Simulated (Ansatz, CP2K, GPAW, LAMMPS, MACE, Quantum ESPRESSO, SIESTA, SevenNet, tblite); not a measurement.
**Quantum ESPRESSO runs on amorphous 30In2O3-70HfO2 (mol %) (83 atoms)**

Aim: run amorphous 30In2O3-70HfO2 (mol %) (83 atoms) in Quantum ESPRESSO and see how near its forces come to a plane-wave reference, and at what cost.

Method: the method is named at each step, in Quantum ESPRESSO 7.5.

**1. The structure**

The cell holds 83 atoms: 14 In, 16 Hf and 53 O. Cell: a = 10.461 Å, b = 10.461 Å, c = 10.461 Å, α = 90.0°, β = 90.0°, γ = 90.0°. 83 atoms (14 Sc, 16 Zr, 53 O) placed at random at 4.52 g/cm³, melted at 5000 K for 10 ps at fixed volume with the Morse and Coulomb pair potential with partial charges (Pedone, Malavasi, Menziani, Cormack and Segre, J. Phys. Chem. B 110, 11780 (2006)). Quenched from 5000 K to 300 K at 200 K/ps and fixed volume, held 10 ps at zero pressure, then minimised at fixed cell. Then Sc was replaced by In, Zr was replaced by Hf and the cell scaled by 1.022 (the potential has no terms for the new elements, so the cell is a start for a DFT relaxation).

The yardstick, on the same geometry:

| Property | Result |
| --- | --- |
| method | Kohn-Sham DFT, PBE, PAW, plane waves (Ansatz 0.2.0); cutoff 420 eV, Γ point, fermi-dirac smearing of 0.05 eV; PAW set soft_2 |
| r.m.s. force component | 0.5312 eV/Å |
| longest force | 2.005 eV/Å |
| pressure | -6.938 GPa |
| gap (highest filled to lowest empty level) | 1.587 eV |
| SCF cycles | 11 |
| time | 18 s on 8 threads of Arm Neoverse V1, shared host |
| CPU time | 2.2 min |

**2. PBE, sssp-1.3.0-efficiency, 60/480 Ry**

Method: Kohn-Sham DFT, PBE, SSSP efficiency 1.3.0 pseudopotentials, plane waves.

pw.in reads:

```
&control
  calculation = 'scf'
  pseudo_dir = './pseudo'
  outdir = './tmp'
  disk_io = 'none'
  tprnfor = .true.
  tstress = .true.
/
&system
  ibrav = 0
  nat = 83
  ntyp = 3
  ecutwfc = 60
  ecutrho = 480
  nosym = .true.
  occupations = 'smearing'
  smearing = 'fd'
  degauss = 0.003675
/
&electrons
  conv_thr = 4.1e-07
  electron_maxstep = 100
  mixing_beta = 0.4
  mixing_mode = 'plain'
  diagonalization = 'david'
/
ATOMIC_SPECIES
In 114.818 In.upf
Hf 178.490 Hf.upf
O 15.999 O.upf
CELL_PARAMETERS angstrom
10.46053 0.00000 0.00000
0.00000 10.46053 0.00000
0.00000 0.00000 10.46053
ATOMIC_POSITIONS crystal
In 0.52211 0.56541 0.01690
In 0.95174 0.46223 0.46093
In 0.86178 0.01657 0.38926
In 0.84425 0.71622 0.40944
In 0.28078 0.43398 0.31087
In 0.71860 0.42236 0.26770
In 0.25334 0.49850 0.98253
In 0.33841 0.83993 0.01221
In 0.39424 0.71096 0.71574
In 0.05714 0.92490 0.16798
In 0.97887 0.94313 0.89384
In 0.47724 0.10355 0.34500
In 0.97157 0.59597 0.04190
In 0.55044 0.98984 0.84147
Hf 0.37369 0.33391 0.72768
Hf 0.43438 0.20940 0.01723
Hf 0.13952 0.17321 0.44400
Hf 0.72929 0.21337 0.58263
Hf 0.05034 0.63798 0.71481
Hf 0.25887 0.03083 0.69898
Hf 0.75482 0.39059 0.89008
Hf 0.47306 0.69960 0.32200
Hf 0.16304 0.78841 0.43622
Hf 0.74799 0.69303 0.77039
Hf 0.58969 0.50914 0.56179
Hf 0.58882 0.91612 0.54568
Hf 0.74218 0.12761 0.09051
Hf 0.04010 0.25543 0.12504
Hf 0.70107 0.81583 0.11374
Hf 0.03578 0.28083 0.76484
O 0.93256 0.16368 0.50978
O 0.39651 0.51644 0.64854
O 0.54747 0.31136 0.61554
O 0.43928 0.39064 0.92126
O 0.83224 0.28646 0.73414
O 0.92581 0.79438 0.76901
O 0.20933 0.74716 0.63879
O 0.02688 0.44624 0.64700
O 0.87892 0.55523 0.85459
O 0.90808 0.78213 0.08117
O 0.06008 0.10670 0.27073
O 0.94317 0.31679 0.95140
O 0.59175 0.81400 0.73235
O 0.07553 0.08070 0.78171
O 0.37745 0.65289 0.91005
O 0.10131 0.36123 0.37638
O 0.87854 0.54737 0.29360
O 0.32472 0.23171 0.36684
O 0.68109 0.71898 0.29025
O 0.51292 0.71170 0.52601
O 0.64238 0.51107 0.76549
O 0.14887 0.90320 0.99232
O 0.75619 0.38316 0.47046
O 0.21524 0.22708 0.62741
O 0.11642 0.62633 0.90509
O 0.68564 0.45674 0.07141
[... 23 atom lines left out ...]
O 0.24105 0.22816 0.08019
O 0.45557 0.00721 0.02623
O 0.76201 0.97754 0.22132
O 0.49441 0.74954 0.12509
K_POINTS gamma
```

Launch:

```sh
OMP_NUM_THREADS=1 mpirun -np 4 pw.x -in pw.in > output.txt
```

Log:

```text
Program PWSCF
     gamma-point specific algorithms are used
     one sub-group per band group will be used
     scalapack distributed-memory algorithm (size of sub-group:  2*  2 procs)
     Parallelization info
     sticks:   dense  smooth     PW     G-vecs:    dense   smooth      PW
     Min        3728    1859    467               342940   121171   15138
     Max        3729    1862    472               342944   121174   15140
     Sum       14913    7441   1877              1371769   484689   60557
     bravais-lattice index     =            0
     lattice parameter (alat)  =      19.7675  a.u.
     unit-cell volume          =    7724.2740 (a.u.)^3
     number of atoms/cell      =           83
     number of atomic types    =            3
     number of electrons       =       692.00
     number of Kohn-Sham states=          415
     kinetic-energy cutoff     =      60.0000  Ry
     charge density cutoff     =     480.0000  Ry
     scf convergence threshold =      4.1E-07
     mixing beta               =       0.4000
     number of iterations used =            8  plain     mixing
     Exchange-correlation= SLA  PW   PBX  PBC
                           (   1   4   3   4   0   0   0)
     crystal axes: (cart. coord. in units of alat)
               a(1) = (   1.000000   0.000000   0.000000 )
               a(2) = (   0.000000   1.000000   0.000000 )
               a(3) = (   0.000000   0.000000   1.000000 )
     reciprocal axes: (cart. coord. in units 2 pi/alat)
               b(1) = (  1.000000  0.000000  0.000000 )
               b(2) = (  0.000000  1.000000  0.000000 )
               b(3) = (  0.000000  0.000000  1.000000 )
     PseudoPot. # 1 for In:
     Pseudo is Ultrasoft + core correction, Zval = 13.0
     PseudoPot. # 2 for Hf:
     Pseudo is Norm-conserving + core correction, Zval = 12.0
     PseudoPot. # 3 for O :
     Pseudo is Projector augmented-wave + core cor, Zval =  6.0
     atomic species   valence    mass     pseudopotential
     In               13.00   114.81800     In( 1.00)
     Hf               12.00   178.49000     Hf( 1.00)
     O                 6.00    15.99900     O ( 1.00)
     No symmetry found
   Cartesian axes
     number of k points=     1  Fermi-Dirac smearing, width (Ry)=  0.0037
                       cart. coord. in units 2pi/alat
        k(    1) = (   0.0000000   0.0000000   0.0000000), wk =   2.0000000
     Dense  grid:   685885 G-vectors     FFT dimensions: ( 144, 144, 144)
     Smooth grid:   242345 G-vectors     FFT dimensions: ( 100, 100, 100)
     Initial potential from superposition of free atoms
     starting charge     691.9182, renormalised to     692.0000
     Starting wfcs are  498 randomized atomic wfcs
     Self-consistent Calculation
     iteration #  1     ecut=    60.00 Ry     beta= 0.40
     total energy              =   -6039.32213901 Ry
     estimated scf accuracy    <      29.97751612 Ry
     iteration #  2     ecut=    60.00 Ry     beta= 0.40
     total energy              =   -6047.95881161 Ry
     estimated scf accuracy    <       2.75127816 Ry
     iteration #  3     ecut=    60.00 Ry     beta= 0.40
     total energy              =   -6048.45351195 Ry
     estimated scf accuracy    <       0.45949787 Ry
     iteration #  4     ecut=    60.00 Ry     beta= 0.40
     total energy              =   -6048.55915468 Ry
     estimated scf accuracy    <       0.16143233 Ry
     iteration #  5     ecut=    60.00 Ry     beta= 0.40
     total energy              =   -6048.57755370 Ry
     estimated scf accuracy    <       0.04353996 Ry
     iteration #  6     ecut=    60.00 Ry     beta= 0.40
     c_bands:  1 eigenvalues not converged
     total energy              =   -6048.58334667 Ry
     estimated scf accuracy    <       0.00338554 Ry
     iteration #  7     ecut=    60.00 Ry     beta= 0.40
     total energy              =   -6048.58443562 Ry
     estimated scf accuracy    <       0.00161631 Ry
     iteration #  8     ecut=    60.00 Ry     beta= 0.40
     total energy              =   -6048.58458798 Ry
     estimated scf accuracy    <       0.00022015 Ry
     iteration #  9     ecut=    60.00 Ry     beta= 0.40
     total energy              =   -6048.58464623 Ry
     estimated scf accuracy    <       0.00001938 Ry
     iteration # 10     ecut=    60.00 Ry     beta= 0.40
     total energy              =   -6048.58465433 Ry
     estimated scf accuracy    <       0.00000493 Ry
     iteration # 11     ecut=    60.00 Ry     beta= 0.40
     total energy              =   -6048.58465517 Ry
     estimated scf accuracy    <       0.00000084 Ry
     iteration # 12     ecut=    60.00 Ry     beta= 0.40
     End of self-consistent calculation
          k = 0.0000 0.0000 0.0000 ( 30279 PWs)   bands (ev):
   -53.5907 -53.4194 -53.3605 -53.2446 -53.2375 -53.2013 -53.1975 -53.1569
   -53.0058 -52.9860 -52.9651 -52.8943 -52.8829 -52.8404 -52.7424 -52.4481
   -22.3096 -22.1526 -22.1050 -22.0964 -22.0542 -22.0229 -21.9883 -21.9772
   -21.9477 -21.9139 -21.8946 -21.8916 -21.8711 -21.8543 -21.8187 -21.8108
   -21.8081 -21.7963 -21.7889 -21.7772 -21.7561 -21.7504 -21.7413 -21.6861
   -21.6793 -21.6698 -21.6653 -21.6630 -21.6363 -21.6005 -21.5864 -21.5705
   -21.5640 -21.5535 -21.5363 -21.5140 -21.5044 -21.4915 -21.4703 -21.4678
   -21.4549 -21.4040 -21.3915 -21.3630 -21.3338 -21.1538 -21.0895 -21.0209
    -9.6343  -9.4097  -9.3170  -9.2433  -9.2100  -9.1748  -9.1135  -9.0991
    -8.9770  -8.9115  -8.8942  -8.8673  -8.8293  -8.8196  -8.7721  -8.7298
    -8.6953  -8.6778  -8.6573  -8.6356  -8.6280  -8.5774  -8.5522  -8.5365
    -8.5175  -8.4893  -8.4703  -8.4383  -8.4293  -8.4076  -8.3905  -8.3326
[...]
12.8354  12.8680  12.8973  12.9589  12.9934  13.0149  13.0461  13.0686
    13.1195  13.1331  13.1427  13.2033  13.2345  13.2547  13.3344  13.3504
    13.3805  13.4027  13.4779  13.5252  13.5469  13.6100  13.6329  13.6710
    13.6897  13.7310  13.7623  13.7695  13.8316  13.8916  13.9170  13.9490
    14.0355  14.0774  14.1131  14.1615  14.2127  14.2689  14.2807  14.4880
    14.5214  14.5801  14.7789  14.8028  14.8169  14.8531  14.9924
     the Fermi energy is     9.2692 ev
!    total energy              =   -6048.58465540 Ry
     estimated scf accuracy    <       0.00000007 Ry
     smearing contrib. (-TS)   =      -0.00000004 Ry
     internal energy E=F+TS    =   -6048.58465536 Ry
     The total energy is F=E-TS. E is the sum of the following terms:
     one-electron contribution =   -1738.54658441 Ry
     hartree contribution      =    1316.74583290 Ry
     xc contribution           =   -1518.94740929 Ry
     ewald contribution        =   -3603.50647595 Ry
     one-center paw contrib.   =    -504.33001861 Ry
     convergence has been achieved in  12 iterations
     Forces acting on atoms (cartesian axes, Ry/au):
     atom    1 type  1   force =     0.04365609   -0.00228191    0.00180204
     atom    2 type  1   force =    -0.00515530   -0.02783595    0.00785441
     atom    3 type  1   force =     0.00671128    0.02400343    0.00731057
     atom    4 type  1   force =    -0.03841032    0.00805844   -0.01319653
     atom    5 type  1   force =     0.01243880    0.00223633   -0.01194776
     atom    6 type  1   force =    -0.01224354    0.00498599   -0.01029476
     atom    7 type  1   force =    -0.02218270   -0.02589968    0.00333498
     atom    8 type  1   force =    -0.02077636    0.00400098    0.02406911
     atom    9 type  1   force =     0.01245051   -0.00821891   -0.01865958
     atom   10 type  1   force =     0.02059695   -0.01230563    0.00705395
     atom   11 type  1   force =    -0.01319656   -0.00671063   -0.00318126
     atom   12 type  1   force =    -0.01382174    0.00025951   -0.00211933
[...]
atom   79 type  3   force =    -0.00388291    0.02230453    0.01107893
     atom   80 type  3   force =     0.00404753    0.00809444   -0.00218640
     atom   81 type  3   force =    -0.00505821    0.03970492   -0.00513311
     atom   82 type  3   force =    -0.02427630    0.00788648   -0.05431961
     atom   83 type  3   force =     0.00935640    0.01087832    0.03119155
     Total force =     0.346167     Total SCF correction =     0.000573
     Computing stress (Cartesian axis) and pressure
          total   stress  (Ry/bohr**3)                   (kbar)     P=      -76.54
  -0.00065814  -0.00008388   0.00013023          -96.82      -12.34       19.16
  -0.00008388  -0.00047426   0.00002534          -12.34      -69.77        3.73
   0.00013023   0.00002534  -0.00042861           19.16        3.73      -63.05
     Message from routine punch:
     Nothing written, as per user request (disk_io='none')
```

It took 4.1 min on 4 MPI ranks of Arm Neoverse V1, shared host; peak memory 3.9 GiB; 16 min of CPU time.

Banners, paths, timers and routine set-up lines are dropped from the logs unmarked, and long logs keep their key lines alone; longer cuts are marked.

Numbers from this run, and their distance from the reference:

```yaml
r_m_s_force_component: 0.564 eV/Å
r_m_s_difference_of_force_components: 41.76 meV/Å
longest_difference_of_force_vectors: 151.8 meV/Å
force_difference_over_r_m_s_force: 7.861 %
slope_of_forces_against_the_reference_s: 1.061
correlation_of_force_components: 0.9989
spacing_of_highest_filled_and_lowest_empty_level: 1.572 eV
gap_difference: -0.0147 eV
pressure: -7.655 GPa
pressure_difference: -0.7164 GPa
```

Length of the force difference by element (eV/Å):

| element | atoms | mean | most |
| --- | --- | --- | --- |
| Hf | 16 | 0.032 | 0.051 |
| In | 14 | 0.043 | 0.08 |
| O | 53 | 0.078 | 0.15 |

Levels nearest the highest filled one (eV from it): -0.75, -0.70, -0.64, -0.59, -0.58, -0.54, -0.52, -0.49, -0.46, -0.28, -0.13, 0.00, 1.57, 2.60, 3.01, 3.18, 3.19, 3.34, 3.40, 3.60, 3.62, 3.71, 3.75, 3.78.

Local excerpt of 12 atoms (numbers count through the whole input) about O74, which has 2 bonded neighbours where the commonest count for O is 3; x, y, z are measured from there.

| atom | x | y | z | distance (Å) | bonds | Fx | Fy | Fz (eV/Å) |
| --- | --- | --- | --- | --- | --- | --- | --- | --- |
| O74 | 0.00 | 0.00 | 0.00 | 0.00 | 2 | -0.03 | -0.59 | 1.30 |
| In10 | -1.77 | 0.82 | -0.85 | 2.13 | 6 | 0.53 | -0.32 | 0.18 |
| Hf23 | -0.67 | -0.61 | 1.96 | 2.16 | 6 | -0.01 | 0.32 | -1.05 |
| O73 | 0.62 | -2.28 | 1.36 | 2.73 | 3 | 0.31 | 0.76 | 0.20 |
| O58 | -2.53 | 0.09 | 1.01 | 2.73 | 4 | 0.70 | -0.44 | 0.58 |
| In8 | 1.17 | -0.07 | -2.47 | 2.74 | 5 | -0.53 | 0.10 | 0.62 |
| O52 | -0.82 | 0.59 | -2.68 | 2.87 | 3 | 0.21 | -0.12 | -0.12 |
| O75 | 2.77 | 0.59 | 1.16 | 3.06 | 3 | 0.21 | -1.05 | 0.38 |
| Hf22 | 2.58 | -1.54 | 0.77 | 3.10 | 6 | 0.51 | 0.74 | 0.38 |
| O57 | -0.64 | 1.43 | 2.80 | 3.21 | 3 | 0.26 | 0.27 | 0.03 |
| O41 | -1.74 | 2.72 | 0.23 | 3.24 | 3 | 0.22 | 0.95 | 0.36 |
| O83 | 2.80 | -1.01 | -1.29 | 3.25 | 4 | 0.24 | 0.28 | 0.80 |

Forces lie 7.9 % from the reference's, at 7.5 times its CPU time (on 4 against 8 cores).

**3. What came out**

```json
{
 "force difference from the reference": "QE PBE, sssp-1.3.0-efficiency, 60/480 Ry, 7.9 %",
 "its CPU time": "16 min"
}
```

In words: PBE on plane waves or a grid with other potentials, cutoffs or grids differs from the reference by 7.9 % (QE PBE, sssp-1.3.0-efficiency, 60/480 Ry) of the r.m.s. force; potentials, valence shells or grid differ, and the table alone doesn't part them (QE's 60 Ry are 816 eV, against the reference's 420 eV). PBE gaps agree with the reference's 1.59 eV within 0.015 eV. The potentials hold different valence shells: 916 electrons in the reference, 692 in Quantum ESPRESSO with SSSP; this bears on time and differences. The quench rate of 200 K/ps is many orders above laboratory rates, so the cell is likely richer in defects and strain than a real sample. The network of bonds at the start is that of the classical potential that made the cell, and needn't be the one that DFT or experiment would give. The reference's stress is far from hydrostatic: its diagonal is -9.0, -6.2, -5.6 GPa, compression counted positive. The reference's pressure of -6.9 GPa belongs to a cell and atoms that aren't relaxed at this level. The electronic-structure runs sample only Γ, in a cell whose shortest periodic width is 10 Å. Spin–orbit coupling is left out, which matters for the levels of the heavy elements.

[Also dropped from logs without a mark: logging warnings of Python, and SIESTA's first energy breakdown and zero terms.]

[Logs are printed without paths, hosts, clocks, repeated set-up lines and the standing remarks that a program may print on its own settings, such as how far it seeks lower states.]

[Hosts, paths, dates, database ids (printed as entryN), source tags and the programs' standing remarks are cut or masked in the printed files.]
